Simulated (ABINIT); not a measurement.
**Quasiparticle gap of CuI (Marshite) in ABINIT**

Wanted: ground state, empty states, screening and self-energy for CuI (Marshite).

Calculated with ABINIT 10.8.3; PBE and many-body steps on it, plane waves.

The database entry behind the starting cell differs from other determinations of this structure, so it need not match the best structure at room temperature.

In doubt: a PseudoDojo file used here is known to give poor structures and forces, which bears on pressures, cells, forces and phonons.

## (1) Set-up

The structure is cubic, space group F-43m (No. 216). The conventional cell has a = 6.063 Å, b = 6.063 Å, c = 6.063 Å, α = 90.00°, β = 90.00°, γ = 90.00°. Cu has 4 I at 2.63 Å nearest. Nearest to I lie 4 Cu at 2.63 Å. Farther neighbours, and contacts between anions beyond the nearest, are not listed.

The cell and positions come from the Crystallography Open Database and are kept as given unless a step says otherwise.

## (2) Ground state

This step: ABINIT 10.8.3; DFT, PBE, plane waves, norm-conserving pseudopotentials.

The ground-state density comes first.

Contents of run.abi:

```
acell 3*1.0 Angstrom
rprim 
  0.000000000000 3.031500000000 3.031500000000
  3.031500000000 -0.000000000000 3.031500000000
  3.031500000000 3.031500000000 0.000000000000
ntypat 2
znucl 29 53
natom 2
typat 1 2
xred 
  0.250000000000 0.250000000000 0.250000000000
  0.000000000000 0.000000000000 0.000000000000
pp_dirpath "pseudos"
pseudos "Cu.upf, I.upf"
ecut 42
ngkpt 6 6 6
nshiftk 1
shiftk 0 0 0
kptopt 1
chksymbreak 0
nband 18
occopt 1
tolvrs 1e-10
nstep 60
prtwf 0
optforces 0
optstress 0
indata_prefix "in"
outdata_prefix "out"
tmpdata_prefix "tmp"
```

On the command line:

```console
OMP_NUM_THREADS=1 mpirun -n 8 abinit run.abi > log
```

Log:

```text
.Version 10.8.3 of ABINIT. v10.8.2 released Aug 2026.

 Symmetries : space group F-4 3 m (#216); Bravais cF (face-center cubic)
================================================================================
 Values of the parameters that define the memory need of the present run
     intxc =       0    ionmov =       0      iscf =       7    lmnmax =       6
     lnmax =       6     mgfft =      48  mpssoang =       3    mqgrid =    3001
     natom =       2  nloc_mem =       1    nspden =       1   nspinor =       1
    nsppol =       1      nsym =      24    n1xccc =    2501    ntypat =       2
    occopt =       1   xclevel =       2
-    mband =          18        mffmem =           1         mkmem =           2
       mpw =        4897          nfft =      110592          nkpt =          16
================================================================================
  Rough estimation (10% accuracy) of disk space for files :
================================================================================

--------------------------------------------------------------------------------
------------- Echo of variables that govern the present computation ------------
--------------------------------------------------------------------------------
 -outvars: echo values of preprocessed input variables --------
            acell      1.8897261259E+00  1.8897261259E+00  1.8897261259E+00 Bohr

      chksymbreak           0
             ecut      4.20000000E+01 Hartree
-          fftalg         312

              ixc     -101130
              kpt      0.00000000E+00  0.00000000E+00  0.00000000E+00
                       1.66666667E-01  0.00000000E+00  0.00000000E+00
                       3.33333333E-01  0.00000000E+00  0.00000000E+00
                       5.00000000E-01  0.00000000E+00  0.00000000E+00
                       1.66666667E-01  1.66666667E-01  0.00000000E+00
                       3.33333333E-01  1.66666667E-01  0.00000000E+00
                       5.00000000E-01  1.66666667E-01  0.00000000E+00
                      -3.33333333E-01  1.66666667E-01  0.00000000E+00
                      -1.66666667E-01  1.66666667E-01  0.00000000E+00
   [... 5 further rows ...]
                      -3.33333333E-01  3.33333333E-01  1.66666667E-01
                      -3.33333333E-01  5.00000000E-01  1.66666667E-01
         kptrlatt        6    0    0      0    6    0      0    0    6
          kptrlen      4.86096717E+01
P           mkmem           2
            natom           2
            nband          18
            ngfft          48      48      48
             nkpt          16
            nstep          60
             nsym          24
           ntypat           2
              occ      2.000000  2.000000  2.000000  2.000000  2.000000  2.000000
                       2.000000  2.000000  2.000000  2.000000  2.000000  2.000000
                       2.000000  0.000000  0.000000  0.000000  0.000000  0.000000
        optforces           0
        optstress           0
            prtwf           0
            rprim      0.0000000000E+00  3.0315000000E+00  3.0315000000E+00
[...]
spgroup         216

           tolvrs      1.00000000E-10

             xred      2.5000000000E-01  2.5000000000E-01  2.5000000000E-01
[...]
znucl       29.00000   53.00000

================================================================================

 chkinp: Checking input parameters for consistency.

================================================================================
== DATASET  1 ==================================================================
-   mpi_nproc: 8, omp_nthreads: 1 (-1 if OMP is not activated)

--- !DatasetInfo
iteration_state: {dtset: 1, }
dimensions: {natom: 2, nkpt: 16, mband: 18, nsppol: 1, nspinor: 1, nspden: 1, mpw: 4897, }
cutoff_energies: {ecut:  42.0, pawecutdg:  -1.0, }
electrons: {nelect:   2.60000000E+01, charge:   0.00000000E+00, occopt:   1.00000000E+00, tsmear:   1.00000000E-02, }

 Real(R)+Recip(G) space primitive vectors, cartesian coordinates (Bohr,Bohr^-1):
 R(1)=  0.0000000  5.7287048  5.7287048  G(1)= -0.0872798  0.0872798  0.0872798
 R(2)=  5.7287048  0.0000000  5.7287048  G(2)=  0.0872798 -0.0872798  0.0872798
 R(3)=  5.7287048  5.7287048  0.0000000  G(3)=  0.0872798  0.0872798 -0.0872798
 Unit cell volume ucvol=  3.7600993E+02 bohr^3
 Angles (23,13,12)=  6.00000000E+01  6.00000000E+01  6.00000000E+01 degrees

 getcut: wavevector=  0.0000  0.0000  0.0000  ngfft=  48  48  48
         ecut(hartree)=     42.000   => boxcut(ratio)=   2.03086

--- Pseudopotential description ------------------------------------------------
- Cu Generated using ONCVPSP code by D. R. Hamann
- 29.00000  19.00000  171031                  znucl, zion, pspdat
12 -101130 2 -1 1492                          pspcod,pspxc,lmax,lloc,mmax
     nproj     2     2     2
  pspatm : epsatm=   21.66068635
         --- l  ekb(1:nproj) -->
[...]
pspatm: atomic psp has been read  and splines computed

- I Generated using ONCVPSP code by D. R. Hamann
- 53.00000   7.00000  171031                  znucl, zion, pspdat
12 -101130 2 -1 1196                          pspcod,pspxc,lmax,lloc,mmax
     nproj     2     2     2
  pspatm : epsatm=   19.17056757
         --- l  ekb(1:nproj) -->
[...]
2    4.134838    0.711910
 pspatm: atomic psp has been read  and splines computed

   1.06161260E+03                                ecore*ucvol(ha*bohr**3)
--------------------------------------------------------------------------------

_setup2: Arith. and geom. avg. npw (full set) are    4887.671    4887.663

================================================================================

--- !BeginCycle
iteration_state: {dtset: 1, }
solver: {iscf: 7, nstep: 60, nline: 4, wfoptalg: 0, }
tolerances: {tolvrs: 1.00E-10, }

     iter   Etot(hartree)      deltaE(h)  residm     vres2
 ETOT  1  -198.49932499269    -1.985E+02 2.197E-01 1.428E+04
 ETOT  2  -198.62838877951    -1.291E-01 1.416E-01 2.812E+04
 ETOT  3  -201.85821648741    -3.230E+00 3.329E-02 5.168E+03
 ETOT  4  -202.28168608485    -4.235E-01 1.171E-01 1.994E+03
 ETOT  5  -202.45053120802    -1.688E-01 2.533E-03 7.482E+02
 ETOT  6  -202.51508045913    -6.455E-02 6.536E-04 2.857E+02
 ETOT  7  -202.55301032748    -3.793E-02 6.418E-04 3.088E+01
 ETOT  8  -202.55456500006    -1.555E-03 1.987E-01 1.990E+01
 ETOT  9  -202.55759561681    -3.031E-03 1.776E-02 4.280E-01
 ETOT 10  -202.55765731972    -6.170E-05 1.450E-04 3.819E-03
 ETOT 11  -202.55765777924    -4.595E-07 1.649E-05 1.349E-03
 ETOT 12  -202.55765802563    -2.464E-07 3.672E-06 7.583E-06
 ETOT 13  -202.55765802693    -1.297E-09 3.106E-07 5.036E-07
 ETOT 14  -202.55765802699    -6.722E-11 5.726E-07 2.429E-07
 ETOT 15  -202.55765802704    -4.806E-11 4.875E-08 1.304E-10
 ETOT 16  -202.55765802703     1.427E-11 9.699E-08 2.870E-11

 At SCF step   16       vres2   =  2.87E-11 < tolvrs=  1.00E-10 =>converged.

--- !ResultsGS
iteration_state: {dtset: 1, }
comment   : Summary of ground state results
lattice_vectors:
- [  0.0000000,   5.7287048,   5.7287048, ]
- [  5.7287048,  -0.0000000,   5.7287048, ]
- [  5.7287048,   5.7287048,   0.0000000, ]
lattice_lengths: [   8.10161,    8.10161,    8.10161, ]
lattice_angles: [ 60.000,  60.000,  60.000, ] # degrees, (23, 13, 12)
lattice_volume:   3.7600993E+02
convergence: {deltae:  1.427E-11, res2:  2.870E-11, residm:  9.699E-08, diffor:  0.000E+00, }
etotal    :  -2.02557658E+02
entropy   :   0.00000000E+00
fermie    :   1.43174079E-01
cartesian_stress_tensor: null
pressure_GPa: null
xred      :
- [  2.5000E-01,   2.5000E-01,   2.5000E-01, Cu]
- [  0.0000E+00,   0.0000E+00,   0.0000E+00,  I]
cartesian_forces: null
force_length_stats: {min: null, max: null, mean: null, }

 Integrated electronic density in atomic spheres:
 ------------------------------------------------
 Atom  Sphere_radius  Integrated_density
    1        2.00000         17.36540554
    2        2.00000          2.86755521
================================================================================

 ----iterations are completed or convergence reached----

 Mean square residual over all n,k,spin=   33.817E-11; max=  96.988E-09
 reduced coordinates (array xred) for    2 atoms
       0.250000      0.250000      0.250000
       0.000000      0.000000      0.000000
 rms dE/dt=  0.0000E+00; max dE/dt=  0.0000E+00; dE/dt below (all hartree)
    1       0.000000      0.000000      0.000000
    2       0.000000      0.000000      0.000000

 cartesian coordinates (angstrom) at end:
    1      1.515750     1.515750     1.515750
    2      0.000000     0.000000     0.000000
 length scales=  1.889726  1.889726  1.889726 bohr
              =  1.000000  1.000000  1.000000 angstroms
 prteigrs : about to open file out_EIG
 Fermi (or HOMO) energy (hartree) =   0.14317   Average Vxc (hartree)=  -0.33457
 Eigenvalues (hartree) for nkpt=  16  k points:
 kpt#   1, nband= 18, wtk=  0.00463, kpt=  0.0000  0.0000  0.0000 (reduced coord)
  -3.95427   -2.38976   -2.38976   -2.38976   -0.37361    0.00854    0.00854    0.00854
   0.07568    0.07568    0.14317    0.14317    0.14317    0.18334    0.32176    0.32176
   0.32176    0.44822
 prteigrs : prtvol=0 or 1, do not print more k-points.

--- !EnergyTerms
iteration_state     : {dtset: 1, }
comment             : Components of total free energy in Hartree
kinetic             :  9.066078E+01
hartree             :  9.192203E+01
xc                  : -2.734888E+01
Ewald energy        : -9.134300E+01
psp_core            :  2.823363E+00
local_psp           : -2.375412E+02
non_local_psp       : -3.173074E+01
total_energy        : -2.025577E+02
total_energy_eV     : -5.511875E+03
band_energy         : -2.214648E+01

== END DATASET(S) ==============================================================
================================================================================

 -outvars: echo values of variables after computation  --------
           etotal     -2.0255765803E+02
            nband          18
             nkpt          16
          spgroup         216
 [... the other variables as echoed above ...]

 Calculation completed.
```

Wall time 12 s (8 MPI ranks of Arm Neoverse V1, shared host); peak memory 0.65 GiB; 92 s of CPU time.

Read from the output:

- total energy: -5511.8747 eV
- gap: 1.093 eV
- k of the valence top: 0, 0, 0
- k of the conduction bottom: 0, 0, 0
- least direct gap: 1.093 eV

The gap is direct, at Γ.

## (3) Bands along the symmetry lines

Levels along a band path, at the cheap level, show where the edges lie and whether the meshes to come will hold them.

Contents of run.abi:

```
acell 3*1.0 Angstrom
rprim 
  0.000000000000 3.031500000000 3.031500000000
  3.031500000000 -0.000000000000 3.031500000000
  3.031500000000 3.031500000000 0.000000000000
ntypat 2
znucl 29 53
natom 2
typat 1 2
xred 
  0.250000000000 0.250000000000 0.250000000000
  0.000000000000 0.000000000000 0.000000000000
pp_dirpath "pseudos"
pseudos "Cu.upf, I.upf"
ecut 42
iscf -2
irdden 1
kptopt 0
nkpt 50
kpt 
  0.00000000 0.00000000 0.00000000
  -0.06250000 -0.06250000 0.00000000
  -0.12500000 -0.12500000 0.00000000
  -0.18750000 -0.18750000 0.00000000
  -0.25000000 -0.25000000 0.00000000
  -0.31250000 -0.31250000 0.00000000
  -0.37500000 -0.37500000 0.00000000
  -0.43750000 -0.43750000 0.00000000
  -0.50000000 -0.50000000 0.00000000
  -0.48437500 -0.48437500 0.03125000
  -0.46875000 -0.46875000 0.06250000
  -0.45312500 -0.45312500 0.09375000
  -0.43750000 -0.43750000 0.12500000
  -0.42187500 -0.42187500 0.15625000
  -0.40625000 -0.40625000 0.18750000
  -0.39062500 -0.39062500 0.21875000
  -0.37500000 -0.37500000 0.25000000
  -0.37500000 0.00000000 0.37500000
  -0.32812500 0.00000000 0.32812500
  -0.28125000 0.00000000 0.28125000
  -0.23437500 0.00000000 0.23437500
  -0.18750000 0.00000000 0.18750000
  -0.14062500 0.00000000 0.14062500
  -0.09375000 0.00000000 0.09375000
  -0.04687500 0.00000000 0.04687500
  0.00000000 0.00000000 0.00000000
  0.00000000 0.00000000 0.06250000
  0.00000000 0.00000000 0.12500000
  0.00000000 0.00000000 0.18750000
  0.00000000 0.00000000 0.25000000
  0.00000000 0.00000000 0.31250000
  0.00000000 0.00000000 0.37500000
  0.00000000 0.00000000 0.43750000
  -0.00000000 0.00000000 0.50000000
  -0.06250000 -0.03125000 0.46875000
  -0.12500000 -0.06250000 0.43750000
  -0.18750000 -0.09375000 0.40625000
  -0.25000000 -0.12500000 0.37500000
  -0.31250000 -0.15625000 0.34375000
  -0.37500000 -0.18750000 0.31250000
  -0.43750000 -0.21875000 0.28125000
  -0.50000000 -0.25000000 0.25000000
  -0.50000000 -0.28125000 0.21875000
  -0.50000000 -0.31250000 0.18750000
  -0.50000000 -0.34375000 0.15625000
  -0.50000000 -0.37500000 0.12500000
  -0.50000000 -0.40625000 0.09375000
  -0.50000000 -0.43750000 0.06250000
  -0.50000000 -0.46875000 0.03125000
  -0.50000000 -0.50000000 0.00000000
istwfk *1
nband 20
nbdbuf 2
tolwfr 1e-08
nstep 40
prtwf 0
prtvol 0
indata_prefix "in"
outdata_prefix "out"
tmpdata_prefix "tmp"
```

Log:

```text
.Version 10.8.3 of ABINIT. v10.8.2 released Aug 2026.

 Symmetries : space group F-4 3 m (#216); Bravais cF (face-center cubic)
[... echo of the input left out ...]
== DATASET  1 ==================================================================
-   mpi_nproc: 8, omp_nthreads: 1 (-1 if OMP is not activated)

--- !DatasetInfo
iteration_state: {dtset: 1, }
dimensions: {natom: 2, nkpt: 50, mband: 20, nsppol: 1, nspinor: 1, nspden: 1, mpw: 4927, }
cutoff_energies: {ecut:  42.0, pawecutdg:  -1.0, }
electrons: {nelect:   2.60000000E+01, charge:   0.00000000E+00, occopt:   1.00000000E+00, tsmear:   1.00000000E-02, }

 Real(R)+Recip(G) space primitive vectors, cartesian coordinates (Bohr,Bohr^-1):
 R(1)=  0.0000000  5.7287048  5.7287048  G(1)= -0.0872798  0.0872798  0.0872798
 R(2)=  5.7287048  0.0000000  5.7287048  G(2)=  0.0872798 -0.0872798  0.0872798
 R(3)=  5.7287048  5.7287048  0.0000000  G(3)=  0.0872798  0.0872798 -0.0872798
 Unit cell volume ucvol=  3.7600993E+02 bohr^3
 Angles (23,13,12)=  6.00000000E+01  6.00000000E+01  6.00000000E+01 degrees

 getcut: wavevector=  0.0000  0.0000  0.0000  ngfft=  48  48  48
         ecut(hartree)=     42.000   => boxcut(ratio)=   2.03086

--- Pseudopotential description ------------------------------------------------
- Cu Generated using ONCVPSP code by D. R. Hamann
- 29.00000  19.00000  171031                  znucl, zion, pspdat
12 -101130 2 -1 1492                          pspcod,pspxc,lmax,lloc,mmax
     nproj     2     2     2
  pspatm : epsatm=   21.66068635
         --- l  ekb(1:nproj) -->
             0    5.018228   -0.401224
             1   -3.482181   -0.761012
             2   -6.875193   -2.519588
 pspatm: atomic psp has been read  and splines computed

- I Generated using ONCVPSP code by D. R. Hamann
- 53.00000   7.00000  171031                  znucl, zion, pspdat
12 -101130 2 -1 1196                          pspcod,pspxc,lmax,lloc,mmax
     nproj     2     2     2
  pspatm : epsatm=   19.17056757
         --- l  ekb(1:nproj) -->
[...]
pspatm: atomic psp has been read  and splines computed

--------------------------------------------------------------------------------

================================================================================
 prteigrs : about to open file out_EIG
 Non-SCF case, kpt    1 (  0.00000  0.00000  0.00000), residuals and eigenvalues=
  3.22E-09  8.11E-10  1.85E-09  7.58E-09  4.39E-09  4.51E-09  6.21E-09  7.31E-09
  7.21E-09  6.95E-09  8.29E-09  9.47E-09  2.23E-09  1.09E-09  4.39E-09  3.83E-09
  7.97E-09  9.83E-09  6.96E-07  1.26E-06
 -3.9543E+00 -2.3898E+00 -2.3898E+00 -2.3898E+00 -3.7361E-01  8.5416E-03
  8.5416E-03  8.5416E-03  7.5677E-02  7.5677E-02  1.4317E-01  1.4317E-01
  1.4317E-01  1.8334E-01  3.2176E-01  3.2176E-01  3.2176E-01  4.4822E-01
  4.9942E-01  4.9942E-01
 Non-SCF case, kpt    2 ( -0.06250 -0.06250  0.00000), residuals and eigenvalues=
[...]
4.50E-09  7.31E-09  2.36E-06  3.89E-05
[...]
4.7543E-01  5.0096E-01
 Non-SCF case, kpt    3 ( -0.12500 -0.12500  0.00000), residuals and eigenvalues=
[...]
4.97E-09  9.21E-09  8.34E-09  2.45E-06
[...]
4.9187E-01  5.0546E-01
[...]
Non-SCF case, kpt   49 ( -0.50000 -0.46875  0.03125), residuals and eigenvalues=
[...]
5.6734E-01  5.9358E-01
 Non-SCF case, kpt   50 ( -0.50000 -0.50000  0.00000), residuals and eigenvalues=
[...]
4.0316E-03  4.0316E-03  7.4837E-02  7.7586E-02  7.9188E-02  8.8781E-02
  8.8781E-02  2.4218E-01  2.4882E-01  4.8004E-01  5.0378E-01  5.0378E-01
  5.6600E-01  5.9369E-01

--- !ResultsGS
iteration_state: {dtset: 1, }
comment   : Summary of ground state results
lattice_vectors:
- [  0.0000000,   5.7287048,   5.7287048, ]
- [  5.7287048,  -0.0000000,   5.7287048, ]
- [  5.7287048,   5.7287048,   0.0000000, ]
lattice_lengths: [   8.10161,    8.10161,    8.10161, ]
lattice_angles: [ 60.000,  60.000,  60.000, ] # degrees, (23, 13, 12)
lattice_volume:   3.7600993E+02
convergence: {deltae:  0.000E+00, res2:  0.000E+00, residm:  9.957E-09, diffor:  0.000E+00, }
etotal    :  -2.02557658E+02
entropy   :   0.00000000E+00
fermie    :   1.43174079E-01
cartesian_stress_tensor: null
pressure_GPa: null
xred      :
- [  2.5000E-01,   2.5000E-01,   2.5000E-01, Cu]
- [  0.0000E+00,   0.0000E+00,   0.0000E+00,  I]
cartesian_forces: null
force_length_stats: {min: null, max: null, mean: null, }

 Integrated electronic density in atomic spheres:
 ------------------------------------------------
 Atom  Sphere_radius  Integrated_density
[...]
================================================================================

 ----iterations are completed or convergence reached----

 Mean square residual over all n,k,spin=   50.133E-10; max=  99.566E-10
 reduced coordinates (array xred) for    2 atoms
       0.250000      0.250000      0.250000
       0.000000      0.000000      0.000000

 cartesian coordinates (angstrom) at end:
[...]
length scales=  1.889726  1.889726  1.889726 bohr
              =  1.000000  1.000000  1.000000 angstroms
 prteigrs : about to open file out_EIG
 Eigenvalues (hartree) for nkpt=  50  k points:
 kpt#   1, nband= 20, wtk=  1.00000, kpt=  0.0000  0.0000  0.0000 (reduced coord)
[...]
kpt#   2, nband= 20, wtk=  1.00000, kpt= -0.0625 -0.0625  0.0000 (reduced coord)
[...]
kpt#   3, nband= 20, wtk=  1.00000, kpt= -0.1250 -0.1250  0.0000 (reduced coord)
[...]
kpt#  49, nband= 20, wtk=  1.00000, kpt= -0.5000 -0.4687  0.0313 (reduced coord)
[...]
0.49674    0.50623    0.56734    0.59358
 kpt#  50, nband= 20, wtk=  1.00000, kpt= -0.5000 -0.5000  0.0000 (reduced coord)
  -3.95427   -2.38976   -2.38975   -2.38975   -0.34651   -0.06306    0.00403    0.00403
   0.07484    0.07759    0.07919    0.08878    0.08878    0.24218    0.24882    0.48004
   0.50378    0.50378    0.56600    0.59369

== END DATASET(S) ==============================================================
================================================================================

 -outvars: echo values of variables after computation  --------
            nband          20
             nkpt          50
          spgroup         216
 [... the other variables as echoed above ...]

 Calculation completed.
```

The job ended after 13 s (8 MPI ranks; peak memory 0.58 GiB; 1.8 min of CPU time).

Numbers from this step:

- gap: 1.093 eV
- k of the valence top: 0, 0, 0
- k of the conduction bottom: 0, 0, 0
- least direct gap: 1.093 eV

The gap is 1.093 eV, as in the run before at this level.

Electronic bands along the path, in eV, zero at the top of the highest filled band:

```
    point  band 10  band 11  band 12  band 13  band 14  band 15  band 16  band 17
        Γ    -1.84     0.00     0.00     0.00     1.09     4.86     4.86     4.86
  halfway    -1.79    -1.08    -0.87    -0.87     3.18     3.37     6.79     6.79
        X    -1.78    -1.74    -1.48    -1.48     2.69     2.87     9.17     9.81
  halfway    -1.79    -1.76    -1.47    -1.41     2.85     3.36     8.41     9.02
        U    -1.81    -1.69    -1.49    -1.23     3.07     4.59     7.54     7.87
jump to K    -1.81    -1.69    -1.49    -1.23     3.07     4.59     7.54     7.87
  halfway    -1.81    -1.32    -1.06    -0.39     3.07     4.97     5.56     5.64
        Γ    -1.84     0.00     0.00     0.00     1.09     4.86     4.86     4.86
  halfway    -1.84    -1.26    -0.37    -0.37     2.23     5.42     5.42     5.45
        L    -1.80    -1.76    -0.71    -0.71     2.12     5.40     5.40     7.41
  halfway    -1.82    -1.70    -1.29    -0.99     3.46     4.66     6.20     7.41
        W    -1.89    -1.75    -1.58    -1.24     4.46     4.63     6.03     6.38
  halfway    -1.86    -1.75    -1.53    -1.33     3.37     3.48     7.79     7.93
        X    -1.78    -1.74    -1.48    -1.48     2.69     2.87     9.17     9.81
```

(Continued in part 2 of 2.)

[Long decimals in the printed logs are rounded to 6 places.]

[Logs are printed without paths, hosts, clocks, repeated set-up lines and the standing remarks that a program may print on its own settings, such as how far it seeks lower states.]

[Paths, hosts, dates, memory and timing lines, banners, echoed tables and standing remarks are left out of the program output; an Ansatz launch command may be rebuilt from the run's recorded settings. Measured values are a selection of at most five: reports struck by readers or far from the other reports are left out. None is set beside runs whose start may be inverted or whose files or cutoffs have a known fault.]

[Runs of the session that timed out or met a known fault of the program may be left out.]

[Hosts, paths, dates, database ids (printed as entryN), source tags and the programs' standing remarks are cut or masked in the printed files.]

[G0W0 gaps are taken among the corrected bands and points alone; a level outside them can change the order at an edge.]

[Where Ansatz stands beside ABINIT at settings called matched, ABINIT's density can come from a denser mesh and the files from another edition; pairs whose starting gaps differed by over 0.03 eV were left out, so agreement reads better than it is.]
